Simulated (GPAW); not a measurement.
**BaAlSiH (P3m1): G0W0 on several meshes in GPAW**

How does the mesh move the gap of BaAlSiH (P3m1)?

Program: GPAW 26.7.0. Level of theory: LDA and many-body steps on it, plane waves. Results are calculated unless marked as measured.

Report form: the programs' logs are mostly left out.

## Step 1: The structure

It takes space group P3m1 (No. 156, trigonal). Conventional cell: a = 4.334 Å, b = 4.334 Å, c = 5.263 Å, α = 90.00°, β = 90.00°, γ = 120.00°. Nearest to Ba lie 3 H at 2.60 Å and 3 Si at 3.47 Å and 3 Al at 3.50 Å. Nearest to Al lie 1 H at 1.74 Å and 3 Si at 2.54 Å. Nearest to Si lie 3 Al at 2.54 Å and 3 H at 3.30 Å and 3 Ba at 3.47 Å. Nearest to H lie 1 Al at 1.74 Å and 3 Ba at 2.60 Å. Farther neighbours are not listed.

Coordinates:

```xyz
4
Lattice="4.3342 0.0000 0.0000 -2.1671 3.7536 0.0000 0.0000 0.0000 5.2626" Properties=species:S:1:pos:R:3 pbc="T T T"
Ba    0.0000    0.0000    0.0023
Al    2.1671    1.2512    2.4484
Si    0.0000    2.5024    2.8539
H     2.1671    1.2512    0.7100
```

The cell and positions are those that the Materials Project relaxed with its own functionals (PBE, PBE+U or r2SCAN), kept fixed. Spin-orbit coupling is left out unless a step names it.

## Step 2: Empty states on the mesh, 3×3×2 mesh, 403 bands

This step: GPAW 26.7.0; DFT, LDA, plane waves, PAW.

The sums over transitions need many empty states on a uniform mesh; this step solves for them.

File run.py:

```python
import json
import numpy as np
from gpaw.mpi import world
from gpaw import GPAW

calc = GPAW('gs.gpw').fixed_density(kpts={'size': (3, 3, 2), 'gamma': True},
    parallel={'domain': 1, 'band': 1},
    txt='nscf.txt')
calc.diagonalize_full_hamiltonian(nbands=403)
calc.write('full.gpw', mode='all')
res = {}
kpts = calc.get_ibz_k_points()
res['kpts'] = kpts
res['eigenvalues'] = [calc.get_eigenvalues(kpt=k) for k in range(len(kpts))]
res['n_electrons'] = calc.get_number_of_electrons()

if world.rank == 0:
    with open('result.json', 'w') as f:
        json.dump(res, f, default=lambda x: x.tolist())
```

The run is started by

```
$ mpirun -n 4 gpaw python run.py
```

The job ended after 51 s (4 MPI ranks of Arm Neoverse V1, shared host; peak memory 2.8 GiB; 3.4 min of CPU time).

This step gave:

```
gap                                                           : 1.067 eV
k of the valence top                                          : 0, 0, 0.5
k of the conduction bottom                                    : 0.3333, 0, 0
least direct gap                                              : 1.651 eV
k points computed                                             : 6
lowest point of the top converged band, above the valence top : 148.8459 eV
```

On this mesh the gap is 1.067 eV.

## Step 3: 3×3×2

G0W0 replaces the xc potential by the self-energy, built once from these orbitals. Only a window of levels is corrected, while the sums run over the empty bands that the input names.

This step: G0W0 on LDA, plane waves, PAW.

File run.py:

```python
import json
import numpy as np
from gpaw.mpi import world
from gpaw.response.g0w0 import G0W0

gw = G0W0('full.gpw',
    filename='gw',
    kpts=[0, 1, 2],
    bands=(7, 11),
    ecut=48,
    nbands=64,
    integrate_gamma='WS',
    ppa=True)
gw.calculate()
res = {mode: {k: v for k, v in r.items() if k != 'sigma_eskwn'}
       for mode, r in gw.all_results.items()}

if world.rank == 0:
    with open('result.json', 'w') as f:
        json.dump(res, f, default=lambda x: x.tolist())
```

The run is started by

```
$ mpirun -n 4 gpaw python run.py
```

Elapsed: 12 s, on 4 MPI ranks; peak memory 1.4 GiB.

This step gave:

- G0W0 gap on the points computed: 1.449 eV
- least direct G0W0 gap on the computed points: 1.997 eV
- Z at the valence top: 0.7713
- Z at the conduction bottom: 0.7825
- starting gap on the mesh: 1.067 eV
- k of the valence top: 0, 0, 0.5
- k of the conduction bottom: 0.3333, 0, 0

The gap on the mesh goes from 1.07 eV to 1.45 eV, a correction of +0.38 eV.

## Step 4: Empty states on the mesh, 3×3×4 mesh, 74 bands

This step: DFT, LDA, plane waves, PAW.

File run.py:

```python
import json
import numpy as np
from gpaw.mpi import world
from gpaw import GPAW

calc = GPAW('gs.gpw').fixed_density(kpts={'size': (3, 3, 4), 'gamma': True},
    nbands=86,
    convergence={'bands': 74},
    txt='nscf.txt')
calc.write('full.gpw', mode='all')
res = {}
kpts = calc.get_ibz_k_points()
res['kpts'] = kpts
res['eigenvalues'] = [calc.get_eigenvalues(kpt=k) for k in range(len(kpts))]
res['n_electrons'] = calc.get_number_of_electrons()

if world.rank == 0:
    with open('result.json', 'w') as f:
        json.dump(res, f, default=lambda x: x.tolist())
```

The run is started by

```
$ mpirun -n 4 gpaw python run.py
```

Elapsed: 18 s, on 4 MPI ranks; peak memory 0.74 GiB.

This step gave:

```
gap                                                           : 0.8525 eV
k of the valence top                                          : 0, 0, 0.5
k of the conduction bottom                                    : 0.3333, 0, -0.25
least direct gap                                              : 1.272 eV
k points computed                                             : 10
lowest point of the top converged band, above the valence top : 37.34 eV
```

On this mesh the gap is 0.852 eV.

## Step 5: 3×3×4

This step: G0W0 on LDA, plane waves, PAW.

File run.py:

```python
import json
import numpy as np
from gpaw.mpi import world
from gpaw.response.g0w0 import G0W0

gw = G0W0('full.gpw',
    filename='gw',
    kpts=[0, 2, 3],
    bands=(7, 11),
    ecut=48,
    nbands=64,
    integrate_gamma='WS',
    ppa=True)
gw.calculate()
res = {mode: {k: v for k, v in r.items() if k != 'sigma_eskwn'}
       for mode, r in gw.all_results.items()}

if world.rank == 0:
    with open('result.json', 'w') as f:
        json.dump(res, f, default=lambda x: x.tolist())
```

The run is started by

```
$ mpirun -n 4 gpaw python run.py
```

The job ended after 20 s (4 MPI ranks; peak memory 1.3 GiB; 80 s of CPU time).

This step gave:

* G0W0 gap on the points computed: 1.255 eV
* least direct G0W0 gap on the computed points: 1.661 eV
* Z at the valence top: 0.7719
* Z at the conduction bottom: 0.7862
* starting gap on the mesh: 0.8525 eV
* k of the valence top: 0, 0, 0.5
* k of the conduction bottom: 0.3333, 0, -0.25

Against G0W0 in GPAW (3×3×2 mesh, 64 bands, screening to 48 eV, Godby-Needs plasmon pole), the gap moves by −0.194 eV.

## Step 6: Side by side

Times are wall times on 4 MPI ranks of Arm Neoverse V1, shared host, good to a factor of about two.

| run | mesh | bands | screening cutoff (eV) | DFT gap (eV) | gap on the mesh (eV) | direct (eV) | time |
| --- | --- | --- | --- | --- | --- | --- | --- |
| 3×3×2 | 3×3×2 | 64 | 48 | 1.067 | 1.449 | 1.997 | 12 s |
| 3×3×4 | 3×3×4 | 64 | 48 | 0.852 | 1.255 | 1.661 | 20 s |

## Step 7: Results

```json
{
 "3×3×2": "1.449 eV",
 "3×3×4": "1.255 eV",
 "known limits": "not at the basis limit; no spin-orbit coupling; coarse k mesh"
}
```

What this shows: 3×3×4: −0.194 eV against 3×3×2, −0.215 eV of it in the start. Bands and cutoff are finite, so the gap is not at the basis limit. The miss can reach some tenths of an eV and take either sign; the mesh is an error of its own. These stock PAW sets were not made for GW. In the G0W0 runs levels were corrected at 3 k points alone, so a gap called «on the mesh» is the least over those, and an edge elsewhere would be missed. A denser mesh or path gives a starting gap of 0.69 eV: the GW mesh misses a band edge, so its gaps are not the fundamental one. The 3×3×2 mesh is coarse for this cell, which bears on the long-range parts of exchange and screening. The many-body steps are scalar-relativistic: spin-orbit coupling is not in them.

[Paths, hosts, dates, memory and timing lines, banners, echoed tables and standing remarks are left out of the program output.]

[Logs are printed without paths, hosts, clocks, repeated set-up lines and the standing remarks that a program may print on its own settings, such as how far it seeks lower states.]

[Runs of the session that timed out or met a known fault of the program may be left out.]

[Hosts, paths, dates, database ids (printed as entryN), source tags and the programs' standing remarks are cut or masked in the printed files.]
